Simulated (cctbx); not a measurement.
# Accept or mend?

Cell a = 6.0580 Å, b = 6.0580 Å, c = 14.7440 Å, α = 90.00°, β = 90.00°, γ = 120.00°; space group R3m (no. 160).

Simulated single-crystal data (cctbx): Ag Kα, λ = 0.56087 Å, to d = 0.8 Å, 95 % of the full sphere, strongest reflection 5000 counts, noise from counting, a 4 % proportional error and a noise floor of 8 counts (s.d.); no absorption.

An anisotropic refinement with weights 1/σ² prints:

```text
Rint 0.046, 274 unique reflections to 0.82 A
cycle     R1     wR2    GooF  max shift (A)
   1  0.0303  0.0678   1.668   0.04233
   8  0.0239  0.0523   1.287   0.00021
final R1 0.0239 wR2 0.0523 GooF 1.287  parameters 33  data/parameter 8.3
atom        x        y        z      Ueq    occ   su(xyz)  su(Uiso or U11)
Ni1    0.33333  0.66667  0.04279   0.0065  1.000  0.00058  0.0006
Fe1    0.16566  0.83434  0.20705   0.0027  1.000  0.00048  0.0004
Fe2    0.33333  0.66667  0.66442   0.0067  1.000  0.00032  0.0024
Mn1    0.33333  0.66667  0.41840   0.0055  1.000  0.00044  0.0023
B1     0.33333  0.66667  0.27011  -0.0041  1.000  0.00280  0.0086  NPD
O1     0.47480  0.52520  0.13031   0.0041  1.000  0.00183  0.0053  NPD
O2     0.33333  0.66667  0.79604  -0.0094  1.000  0.00149  0.0049  NPD
O3     0.17562  0.82438  0.94890   0.0178  1.000  0.00192  0.0065
difference map: max 1.67 min -0.83 rms 0.21
Q1    0.0000  0.0000  0.6318    3    1.70  0.42 A from B1
Q2    0.0000  0.0000  0.1063    3    1.65  0.34 A from O2
Q3    0.0000  0.0000  0.5875    3    1.21  0.24 A from B1
Q4    0.0000  0.0000  0.8721    3    0.70  1.77 A from Mn1
Q5    0.1288  0.0644  0.7360    9    0.59  0.71 A from Mn1
Q6    0.1138  0.0569  0.4024    9    0.57  0.71 A from Ni1
```

**Question.** Can this result stand? If not, what is the likely fault?

Mend it. The fault: wrong element: B1 is O. Against the right model at the same level, R1 goes from 0.0175 to 0.0239 and GooF from 0.95 to 1.29 and the top difference peak, 1.7 e/Å³, lies 0.42 Å from B1. B1 has 3 electrons too few and its U shrinks to make up, as expected. The signs are weak, and the output alone doesn't single this fault out.

The compound is MnFe4NiO8. The right model at the same level gives:

```text
Rint 0.046, 274 unique reflections to 0.82 A
cycle     R1     wR2    GooF  max shift (A)
   1  0.0192  0.0440   1.083   0.03023
   4  0.0175  0.0384   0.946   0.00033
final R1 0.0175 wR2 0.0384 GooF 0.946  parameters 33  data/parameter 8.3
atom        x        y        z      Ueq    occ   su(xyz)  su(Uiso or U11)
Ni1    0.33333  0.66667  0.04284   0.0070  1.000  0.00046  0.0004
Fe1    0.16584  0.83416  0.20766   0.0029  1.000  0.00035  0.0003
Fe2    0.33333  0.66667  0.66409   0.0053  1.000  0.00033  0.0016
Mn1    0.33333  0.66667  0.41814   0.0073  1.000  0.00041  0.0016
O1     0.33333  0.66667  0.27426   0.0037  1.000  0.00197  0.0050  NPD
O2     0.47297  0.52703  0.12998   0.0060  1.000  0.00120  0.0033  NPD
O3     0.33333  0.66667  0.79511   0.0038  1.000  0.00188  0.0056
O4     0.17458  0.82542  0.94807   0.0115  1.000  0.00118  0.0040
Flack x: -0.0(2)
Hooft y: -0.148(199)  Bijvoet pairs: 135
difference map: max 0.60 min -0.66 rms 0.14
Q1    0.1368  0.0684  0.4103    9    0.61  0.88 A from Ni1
Q2    0.9977  0.3089  0.8781   18    0.51  1.15 A from Fe1
Q3    0.0000  0.0000  0.6387    3    0.51  0.46 A from O1
Q4    0.0996  0.1993  0.7840    9    0.47  1.15 A from Mn1
Q5    0.1922  0.3844  0.5200    9    0.45  1.00 A from O2
Q6    0.0823  0.1646  0.9959    9    0.44  0.86 A from Fe2
```

This is a model crystal, built by substitution and not relaxed, with assumed displacement parameters.

[Middle refinement cycles are left out of these outputs.]

[Logs are printed without paths, hosts, clocks, repeated set-up lines and the standing remarks that a program may print on its own settings, such as how far it seeks lower states.]
